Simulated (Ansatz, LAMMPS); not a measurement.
# Localised basis functions on glassy 65P2O5-35BaO (mol %) (89 atoms), part 2 of 3

Aim: test how closely localised support functions follow the reference on glassy 65P2O5-35BaO (mol %) (89 atoms), and at what cost. A setting counts as converged where the r.m.s. difference of forces stays under 1 % of the r.m.s. force.

Ansatz 0.2.0; Kohn-Sham DFT, PBE, PAW (set soft_2), plane waves.

The cell: 22 P, 6 Ba and 61 O. The quench rate of 10 K/ps is many orders above laboratory rates. The starting topology of bonds comes from the classical model. The Brillouin zone is sampled at Γ only, in a cell whose shortest periodic width is 11 Å. No spin–orbit coupling is included.

So far. Step 4 (Support functions low): Forces differ from the reference by 1.2 meV/Å r.m.s., 0.085 % of their size, well within a tolerance of 1 %; the energy by -5.3 meV/atom. It took 1.7 min and 15 cycles; the reference's time can't be set against it, since the two runs asked for unlike analyses.

### 5. Support functions medium

With localised support functions most steps grow linearly with size, though the diagonalisation grows faster unless the density matrix is cut; this run measures error and cost at this size. Besides, the program derives a nominal cutoff of 464 eV for this run, against the reference's 420.

This step: Kohn-Sham DFT, PBE, PAW (set soft_2), localised support functions (medium) (Ansatz 0.2.0).

Contents of input.yaml:

```yaml
crystal:
  lattice:
    - [11.10273, 0.0, 0.0]
    - [0.0, 11.10273, 0.0]
    - [0.0, 0.0, 11.10273]
  atoms:
    [... the 89 atom lines of step 3 ...]
kpoints:
  mp_grid: { grid: [1, 1, 1] }
hamiltonian:
  xc: pbe
scf:
  occupations: { method: fermi_dirac, width: 0.05 }
  eigensolver: { kind: { support_functions: { accuracy: medium } } }
  max_iter: 150
output:
  forces: true
  eigenvalues: true
```

Run with:

```console
$ ansatz run input.yaml --threads 4 --pin off --max-ram 8192MiB --backend cpu --events-out ev --progress --plain --runs-dir out
```

Numbers of over 12 decimals in the logs are rounded to 6 here.

Output:

```text
[...]
Warning: basis.ecutwfc = 464 eV, auto-derived: no grid that the accuracy of the support functions lays serves the files at the lower one that their records recommend; a deck with other species or settings can derive another value
[...]
Crystal: 89 atoms, lattice volume = 1368.640 Å³
Basis set: ecut = 464 eV, 31103 PW (Γ), exchange–correlation on 180×180×180 points (8 copies of the dense FFT grid, shifted against one another)
Bands: 322, of which v1, the nominal top of the filled ones, is band 268 counted from 1 (267 counted from 0)
Symmetry: 1 space group operations
k-points: 1
[...]
SCF iter   1: F=—  HF=-86926.461587 eV  |F-HF|=—  |Δ(HF+E_count)|=         —  Δρ=1.06e-1  dr2=1.94e2  ethr=1.00e-1
[...]
SCF iter  16: F=—  HF=-86968.945105 eV  |F-HF|=—  |Δ(HF+E_count)|=   2.74e-3  Δρ=8.72e-6  dr2=3.28e-6  ethr=1.47e-9  κ⁻¹=4.2e-5(r=7)
SCF iter  17: F=-86968.945103 eV  HF=-86968.945104 eV  |F-HF|=1.15e-6  |Δ(HF+E_count)|=   4.10e-7  Δρ=9.65e-6  dr2=1.54e-6  ethr=6.11e-10
SCF 1 converged in 17 iterations: F = -86968.988542 eV  dr2 = 1.54e-6
[...]
SCF converged after 17 iterations
[...]
Free energy (F): -86968.988542 eV
[...]
Internal energy: -86968.988542 eV  (E = F + TS)
E sigma→0 (E₀):  -86968.988542 eV
Fermi energy:    5.630557 eV
[...]
Σ components = -86968.988542   (vs F -86968.988542, Δ=0.00e0)
--- Forces (eV/Å), atoms counted from 1 ---
  atom   1  P     -0.85063913     4.44629983    -0.90568012
  atom   2  P      2.32593460    -0.76171535     0.21881115
  atom   3  P     -1.45743165     2.79524023    -0.30700271
  atom   4  P     -0.49537159     1.76094428     0.99628877
[...]
atom  89  O      2.00177655    -0.33754378    -1.22215503
  max |Σ_I F_I| component: 8.31e-3 eV/Å
--- Band table (eV) ---
[...]
```

Run time: 2.7 min. Hardware: 4 threads of Arm Neoverse V2, shared host; peak memory 4.9 GiB.

Keys that differ from the reference: support_functions.accuracy = "medium" and scf.max_iter = 150.

Forces differ from the reference by 1.0 meV/Å r.m.s., 0.073 % of their size, well within a tolerance of 1 %; the energy by -5.3 meV/atom. It took 2.7 min and 17 cycles; the reference's time can't be set against it, since the two runs asked for unlike analyses.

### 6. Support functions medium, spacing 0.33 Å

The grid spacing sets how fine a wave the support functions can hold. Besides, the program derives a nominal cutoff of 464 eV for this run, against the reference's 420.

input.yaml, the sections that differ from step 5:

```yaml
scf:
  occupations: { method: fermi_dirac, width: 0.05 }
  eigensolver: { kind: { support_functions: { accuracy: medium, spacing: 0.33 } } }
  max_iter: 150
# crystal, kpoints, hamiltonian, output: as in step 5
```

Output:

```text
[...]
Crystal: 89 atoms, lattice volume = 1368.640 Å³
Basis set: ecut = 464 eV, 31103 PW (Γ), exchange–correlation on 160×160×160 points (8 copies of the dense FFT grid, shifted against one another)
Bands: 322, of which v1, the nominal top of the filled ones, is band 268 counted from 1 (267 counted from 0)
Symmetry: 1 space group operations
k-points: 1
[...]
SCF iter   1: F=—  HF=-86919.251125 eV  |F-HF|=—  |Δ(HF+E_count)|=         —  Δρ=1.05e-1  dr2=1.92e2  ethr=1.00e-1
[...]
SCF iter  16: F=-86966.801648 eV  HF=-86966.801649 eV  |F-HF|=6.91e-7  |Δ(HF+E_count)|=   4.47e-7  Δρ=7.20e-6  dr2=1.30e-6  ethr=8.15e-10
SCF 1 converged in 16 iterations: F = -86966.854594 eV  dr2 = 1.30e-6
[...]
SCF converged after 16 iterations
[...]
Free energy (F): -86966.854594 eV
[...]
Internal energy: -86966.854594 eV  (E = F + TS)
E sigma→0 (E₀):  -86966.854594 eV
Fermi energy:    5.631641 eV
[...]
--- Forces (eV/Å), atoms counted from 1 ---
  atom   1  P     -0.87053212     4.47134819    -0.92419772
  atom   2  P      2.32927255    -0.73924231     0.21274920
  atom   3  P     -1.45776155     2.82554984    -0.30291222
  atom   4  P     -0.44746755     1.72575412     0.99718102
  atom   5  P      4.24391204     0.93042382     1.25688769
  atom   6  P     -1.01111274     4.26652085    -0.05437421
  atom   7  P     -0.05677940    -3.75799046     3.19213143
  atom   8  P      3.11205360     3.04471633     1.48121711
  atom   9  P      1.32703490    -0.67483980    -0.99647051
  atom  10  P      0.42607144    -3.77018274     2.14407663
  atom  11  P      0.93293528     0.64111987     3.12835805
  atom  12  P      0.07268698    -1.33932305    -1.12072148
  atom  13  P     -0.08918977     2.76237123     1.55526662
  atom  14  P     -0.08841338     2.42807110     1.16113311
[...]
atom  88  O      0.09906162    -2.51363650    -0.39381398
  atom  89  O      2.03521431    -0.26005789    -1.14515606
  max |Σ_I F_I| component: 3.83e-1 eV/Å
--- Band table (eV) ---
[...]
```

The job ended after 55 s (4 threads; peak memory 2 GiB).

The program notes that the forces don't sum to zero within tolerance and the grid leaves an egg-box force.

Forces differ from the reference by 48 meV/Å r.m.s., 3.4 % of their size, over a tolerance of 1 %; the energy by +19 meV/atom and the gap by -0.0058 eV. It took 55 s and 16 cycles; the reference's time can't be set against it, since the two runs asked for unlike analyses. The setting is coarser than the default on purpose.

### 7. Support functions medium, spacing 0.275 Å

The grid spacing sets how fine a wave the support functions can hold. Besides, the program derives a nominal cutoff of 464 eV for this run, against the reference's 420.

input.yaml, the sections that differ from step 6:

```yaml
scf:
  occupations: { method: fermi_dirac, width: 0.05 }
  eigensolver: { kind: { support_functions: { accuracy: medium, spacing: 0.275 } } }
  max_iter: 150
# crystal, kpoints, hamiltonian, output: as in step 6
```

Output:

```text
[...]
Crystal: 89 atoms, lattice volume = 1368.640 Å³
Basis set: ecut = 464 eV, 31103 PW (Γ), exchange–correlation on 160×160×160 points (8 copies of the dense FFT grid, shifted against one another)
Bands: 322, of which v1, the nominal top of the filled ones, is band 268 counted from 1 (267 counted from 0)
Symmetry: 1 space group operations
k-points: 1
[...]
SCF iter   1: F=—  HF=-86926.068412 eV  |F-HF|=—  |Δ(HF+E_count)|=         —  Δρ=1.06e-1  dr2=1.95e2  ethr=1.00e-1
[...]
SCF iter  16: F=-86969.189867 eV  HF=-86969.189868 eV  |F-HF|=7.66e-7  |Δ(HF+E_count)|=   2.39e-3  Δρ=5.70e-6  dr2=1.36e-6  ethr=1.31e-9
SCF 1 converged in 16 iterations: F = -86969.237287 eV  dr2 = 1.36e-6
[...]
SCF converged after 16 iterations
[...]
Free energy (F): -86969.237287 eV
[...]
Internal energy: -86969.237287 eV  (E = F + TS)
E sigma→0 (E₀):  -86969.237287 eV
Fermi energy:    5.630528 eV
[...]
--- Forces (eV/Å), atoms counted from 1 ---
  atom   1  P     -0.84946103     4.44457459    -0.90681632
  atom   2  P      2.32438397    -0.76010399     0.21931922
  atom   3  P     -1.45808023     2.79368134    -0.30757781
  atom   4  P     -0.50185767     1.75705027     0.99778800
  atom   5  P      4.24107792     0.92759649     1.27030374
  atom   6  P     -1.00231041     4.28264622    -0.07833113
  atom   7  P     -0.02114096    -3.73112696     3.21441734
  atom   8  P      3.07388137     2.99432379     1.45149132
  atom   9  P      1.29755149    -0.66481781    -1.00857756
  atom  10  P      0.42854076    -3.71552731     2.08832799
  atom  11  P      0.93106356     0.63317140     3.09521377
  atom  12  P      0.06248303    -1.33818414    -1.10554754
  atom  13  P     -0.04696304     2.74744743     1.62422666
  atom  14  P     -0.08495139     2.44371276     1.15494228
[...]
atom  88  O      0.09732317    -2.51727368    -0.49469756
  atom  89  O      1.99775596    -0.33068119    -1.22292631
  max |Σ_I F_I| component: 3.60e-2 eV/Å
--- Band table (eV) ---
[...]
```

The job ended after 82 s (4 threads; peak memory 2.5 GiB).

Forces differ from the reference by 3.9 meV/Å r.m.s., 0.27 % of their size, well within a tolerance of 1 %; the energy by -8.1 meV/atom. It took 82 s and 16 cycles; the reference's time can't be set against it, since the two runs asked for unlike analyses. The setting is coarser than the default on purpose.

### 8. A changed input

The input is spoilt on purpose; the run shows how that looks.

This step: Kohn-Sham DFT, gga, PAW (set soft_2), plane waves (Ansatz 0.2.0).

input.yaml, the sections that differ from step 7:

```yaml
hamiltonian:
  xc: gga
scf:
  occupations: { method: fermi_dirac, width: 0.05 }
  max_iter: 100
output:
  forces: true
# crystal, kpoints: as in step 7
```

Output:

```text
Error: YAML parse error: error: line 99 column 7: hamiltonian.xc: unknown variant `gga`, expected one of `lda`, `lda-pw`, `pw92`, `pbe`, `pbesol`, `rpbe`, `revpbe`, `blyp`, `pbe0`, `revpbe0`, `b3lyp`, `b3lyp5`, `hse06`, `wpbeh`, `hiss`, `lc_wpbe`, `cam_b3lyp`, `hf`, `r2scan`, `r2scanh`, `r2scan0`, `r2scan50`, `mr2scan`
   --> <input>:99:7
    |
 97 |   mp_grid: { grid: [1, 1, 1] }
 98 | hamiltonian:
 99 |   xc: gga
    |       ^ hamiltonian.xc: unknown variant `gga`, expected one of `lda`, `lda-pw`, `pw92`, `pbe`, `pbesol`, `rpbe`, `revpbe`, `blyp`, `pbe0`, `revpbe0`, `b3lyp`, `b3lyp5`, `hse06`, `wpbeh`, `hiss`, `lc_wpbe`, `cam_b3lyp`, `hf`, `r2scan`, `r2scanh`, `r2scan0`, `r2scan50`, `mr2scan`
100 | scf:
101 |   occupations: { method: fermi_dirac, width: 0.05 }
    |
```

The job ended after 0.02 s (4 threads; peak memory 0.022 GiB; 0.02 s of CPU time).

The input was rejected at the start.

The program's message: “Error: YAML parse error: error: line 99 column 7: hamiltonian.xc: unknown variant `gga`, expected one of `lda`, `lda-pw`, `pw92`, `pbe`, `pbesol`, `rpbe`, `revpbe`, `blyp`, `pbe0`, `revpbe0`, `b3lyp`, …”

The fault in the input: an unknown functional (hamiltonian.xc = "gga"). The fix is to type the functional by a name that the program lists.

### 9. Cost against change

Differences are against the plane-wave reference (Kohn-Sham DFT, PBE, PAW (set soft_2), plane waves), whose r.m.s. force component is 1.42 eV/Å. Energies are set beside the reference only for runs with its functional, potentials and electron count. Times are for 4 threads of Arm Neoverse V2, shared host. The reference's time includes the DOS, the stress and grids, which some other runs skip.

```
                                      run  Δ force, r.m.s. (meV/Å)  share of r.m.s. force (%)  Δ energy (meV/atom)  Δ gap (eV)  cycles     time  host memory (GiB)
                                reference                        -                          -                    -           -      10     21 s                1.7
                    support functions low                     1.20                     0.0847                -5.30     -3.0e-4      15  1.7 min                3.3
                 support functions medium                     1.03                     0.0729                -5.32     -9.0e-4      17  2.7 min                4.9
 support functions medium, spacing 0.33 Å                     48.4                       3.41                 18.7     -0.0058      16     55 s                2.0
support functions medium, spacing 0.275 Å                     3.86                      0.272                -8.11     -5.0e-4      16     82 s                2.5
```

### 10. The reference in detail

With the settings judged, the reference run is read for its physics.

Neighbours are counted within 2.02 Å (O-P), 3.38 Å (O-Ba).

Length of the force by element and coordination:

```
element  coordination  atoms  mean length of the force (eV/Å)  spread  least   most
     Ba           all      6                             1.06   0.447  0.467   1.74
     Ba             4      1                             1.74       0   1.74   1.74
     Ba             5      1                            0.525       0  0.525  0.525
     Ba             6      3                            0.924   0.335  0.467   1.26
     Ba             8      1                             1.30       0   1.30   1.30
      O           all     61                             1.83   0.911  0.356   3.91
      O             1      7                            0.982   0.356  0.512   1.54
      O             2     45                             1.85   0.821  0.356   3.26
      O             3      9                             2.37    1.14  0.981   3.91
      P           all     22                             3.34    1.16   1.39   4.93
      P             4     21                              3.4    1.16   1.39   4.93
      P             5      1                             2.08       0   2.08   2.08
```

Intrinsic-atomic-orbital charges by element and coordination:

```csv
element,coordination,atoms,mean charge (e),spread,least,most
Ba,all,6,1.80,0.0065,1.79,1.81
Ba,4,1,1.80,0,1.80,1.80
Ba,5,1,1.81,0,1.81,1.81
Ba,6,3,1.80,0.0036,1.79,1.80
Ba,8,1,1.79,0,1.79,1.79
O,all,61,-0.967,0.103,-1.19,-0.823
O,1,7,-1.01,0.0313,-1.07,-0.965
O,2,45,-0.934,0.0956,-1.12,-0.823
O,3,9,-1.10,0.0439,-1.19,-1.01
P,all,22,2.19,0.0415,2.10,2.30
P,4,21,2.19,0.0422,2.10,2.30
P,5,1,2.17,0,2.17,2.17
```

States in the cell by windows of 1 eV, zero at the Fermi level; the larger projections on atomic orbitals stand beside the total:

| from (eV) | to (eV) | total | O p | P p | O s | Ba p |
| --- | --- | --- | --- | --- | --- | --- |
| -18 | -17 | 0.9 | 0.0 | 0.2 | 0.7 | 0.0 |
| -17 | -16 | 2.5 | 1.4 | 0.3 | 0.4 | 0.0 |
| -16 | -15 | 8.7 | 5.0 | 1.2 | 1.1 | 0.1 |
| -15 | -14 | 19.3 | 3.5 | 0.9 | 0.6 | 13.6 |
| -14 | -13 | 27.1 | 7.6 | 2.2 | 0.9 | 15.3 |
| -13 | -12 | 19.1 | 9.2 | 3.0 | 0.5 | 5.6 |
| -12 | -11 | 9.7 | 6.7 | 2.5 | 0.2 | 0.0 |
| -11 | -10 | 3.6 | 2.4 | 0.8 | 0.2 | 0.0 |
| -10 | -9 | 2.5 | 1.8 | 0.3 | 0.2 | 0.0 |
| -9 | -8 | 28.2 | 21.4 | 2.8 | 2.8 | 0.1 |
| -8 | -7 | 41.4 | 33.1 | 3.0 | 3.5 | 0.2 |
| -7 | -6 | 46.8 | 39.5 | 2.6 | 2.7 | 0.2 |
| -6 | -5 | 46.4 | 40.7 | 1.9 | 2.0 | 0.2 |
| -5 | -4 | 45.3 | 40.9 | 1.9 | 1.0 | 0.1 |
| -4 | -3 | 52.0 | 48.0 | 1.8 | 0.6 | 0.1 |
| -3 | -2 | 33.0 | 31.3 | 0.7 | 0.2 | 0.0 |
| -2 | -1 | 16.2 | 15.5 | 0.3 | 0.0 | 0.0 |
| -1 | 0 | 0.2 | 0.2 | 0.0 | 0.0 | 0.0 |
| 0 | 1 | 0.5 | 0.1 | 0.1 | 0.1 | 0.0 |
| 1 | 2 | 6.5 | 0.5 | 0.4 | 0.6 | 0.0 |
| 2 | 3 | 18.0 | 1.2 | 1.8 | 1.5 | 0.0 |
| 3 | 4 | 29.5 | 1.7 | 3.6 | 1.6 | 0.0 |
| 4 | 5 | 36.6 | 2.9 | 7.1 | 2.4 | 0.0 |

Between -26 and -18 eV lie 121 more states.

The levels nearest the highest filled one (over half full), pooled over k-points and spins:

| level less the highest filled one (eV) | occupation |
| --- | --- |
| -0.699 | 2 |
| -0.67 | 2 |
| -0.589 | 2 |
| -0.398 | 2 |
| -0.313 | 2 |
| 0 | 2 |
| 2.15 | 0 |
| 2.72 | 0 |
| 2.99 | 0 |
| 3.09 | 0 |
| 3.22 | 0 |
| 3.34 | 0 |

Valence density in the ac plane at fractional y = 0.567, with atoms of P and Ba and O within 0.2 Å of it. It is the smooth field of the valence electrons, not physical close to the nuclei.

Values in e/Å³, 13 rows by 16 columns, each cell a mean:
```
0.9 0.1 0.0 0.1 1.2 3.0 0.6 0.1 0.2 0.2 0.5 1.8 1.0 0.1 0.1 0.7
3.3 0.4 0.0 0.1 1.6 4.0 0.7 0.2 2.7 3.0 0.7 0.6 0.5 0.1 0.2 2.6
0.5 0.1 0.0 0.0 0.1 0.2 0.1 0.2 2.0 2.2 0.6 1.8 2.3 0.3 0.1 0.4
0.1 0.1 0.0 0.0 0.0 0.0 0.0 0.0 0.1 0.1 0.1 0.6 1.0 0.2 0.0 0.1
0.1 0.1 0.4 0.4 0.1 0.0 0.0 0.0 0.0 0.0 0.0 0.1 0.3 0.7 0.5 0.1
0.1 0.6 1.1 1.1 0.6 0.0 0.0 0.0 0.0 0.1 0.1 0.1 0.9 1.2 1.2 0.3
0.1 0.5 1.1 1.1 0.4 0.0 0.0 0.0 0.2 1.8 1.5 0.2 0.4 0.9 0.7 0.1
1.5 0.5 0.2 0.2 0.1 0.0 0.0 0.1 0.4 3.2 2.5 0.2 0.0 0.1 0.1 0.4
5.0 1.3 0.1 0.1 0.2 0.1 0.2 0.8 0.8 0.7 0.6 0.2 0.0 0.0 0.1 1.3
1.0 0.5 0.1 1.1 3.8 1.1 0.3 1.1 0.9 0.6 2.6 2.5 0.2 0.1 0.3 0.6
0.4 0.5 0.1 0.9 3.0 0.8 0.1 0.1 0.1 0.3 2.6 2.9 0.5 1.4 3.8 1.2
0.2 0.2 0.1 0.1 0.1 0.1 0.1 0.2 0.1 0.0 0.2 0.5 0.5 0.9 1.9 0.5
0.0 0.0 0.0 0.0 0.1 0.1 0.1 0.2 0.1 0.0 0.3 2.7 1.9 0.2 0.1 0.0
```
Columns run along a (11.1 Å), rows up along c (11.1 Å). Atoms in or near the plane, at fractional coordinates: P at (0.02, 0.22), P at (0.68, 0.88), Ba at (0.18, 0.54), O at (0.68, 0.22), O at (0.27, 0.23), O at (0.61, 0.44), O at (0.55, 0.84), O at (0.33, 0.91), O at (0.02, 0.35).

Electrostatic potential energy in the ac plane at fractional y = 0.567, with atoms of P and Ba and O within 0.2 Å of it. With pseudopotentials it is smooth inside the atoms' cores, unlike the true potential.

Ten even steps from '_' (-43 eV) to '@' (11 eV), each cell a mean:
```
@@@@@@@@@@@@@@@@@@##**##%%@@@@@@@@@@@@%%##++::--##@@@@@@@@@@@@
++##@@@@@@@@@@@@##::__::##@@@@@@@@@@%%**::..--**%%@@@@@@@@%%++
__==@@@@@@@@@@@@**..__::%%@@@@@@++--==::______==%%@@@@@@@@**..
--##@@@@@@@@@@@@%%##**%%@@@@@@##::__..--____..++%%@@@@@@@@%%==
%%@@@@@@@@@@@@@@@@@@@@@@@@@@@@@@++--==##++++--::==%%@@@@@@@@@@
@@@@@@@@@@@@@@@@@@@@@@@@@@@@@@@@@@@@@@@@@@%%++::==%%@@@@@@@@@@
@@@@@@@@@@@@@@@@@@@@@@@@@@@@@@@@@@@@@@@@@@@@@@%%%%@@@@@@@@@@@@
@@@@@@@@%%%%%%%%@@@@@@@@@@@@@@@@@@@@@@@@@@@@@@@@%%%%%%%%%%@@@@
@@@@%%##**++**##%%%%@@@@@@@@@@@@@@@@@@@@@@@@%%%%**++==++**%%%%
%%%%##++::..::--**%%%%@@@@@@@@@@@@@@@@@@@@%%%%**==::....--**%%
%%%%**--..____..==##%%%%@@@@@@@@@@@@@@@@@@@@%%**--..__..--**%%
%%%%**--..____::++##%%@@@@@@@@@@@@@@%%%%@@@@%%##==::..::==##%%
@@%%%%**==::--==##%%%%@@@@@@@@@@@@##::..==@@@@%%##**++**##%%%%
%%%%%%%%########%%%%@@@@@@@@@@@@@@**..__--%%@@@@%%%%%%%%%%@@@@
----##@@@@%%%%@@@@@@@@@@@@@@@@%%##**====##@@@@@@@@@@@@@@@@@@**
____==@@@@@@@@@@@@@@@@@@@@@@%%##==____--##%%@@@@@@@@@@@@@@@@==
::::**%%@@@@@@@@%%%%%%%%%%%%**++::____..**%%@@@@@@@@@@@@@@%%**
....==##@@@@@@++::--##%%%%%%****++::::--::::++%%@@@@@@@@%%##==
____..**%%@@%%::__..**%%@@@@@@%%%%####++____..##%%%%%%****++..
____--##%%@@@@**==++%%@@@@@@@@@@@@@@@@%%==::==****##==....==--
****##%%@@@@@@@@@@@@@@@@@@@@@@@@@@@@@@@@%%##**====**==..::++##
%%%%@@@@@@@@@@@@@@@@@@@@@@@@@@@@@@@@@@@@@@%%##++++##%%##%%@@@@
@@@@@@@@@@@@@@@@@@@@@@@@@@@@@@@@@@@@@@@@@@##++++##%%@@@@@@@@@@
@@@@@@@@@@@@@@@@@@@@@@@@@@@@@@@@@@@@@@@@%%++....++@@@@@@@@@@@@
```
Columns run along a (11.1 Å; values clipped at the 3rd and 97th percentile), rows up along c (11.1 Å). Atoms in or near the plane, at fractional coordinates: P at (0.02, 0.22), P at (0.68, 0.88), Ba at (0.18, 0.54), O at (0.68, 0.22), O at (0.27, 0.23), O at (0.61, 0.44), O at (0.55, 0.84), O at (0.33, 0.91), O at (0.02, 0.35).

Mean intrinsic-atomic-orbital charges: Ba +1.80, O -0.97, P +2.19 e.

[end of part 2 of 3]

[Logs are printed without paths, hosts, clocks, repeated set-up lines and the standing remarks that a program may print on its own settings, such as how far it seeks lower states.]

[Hosts, paths, dates, database ids (printed as entryN), source tags and the programs' standing remarks are cut or masked in the printed files.]
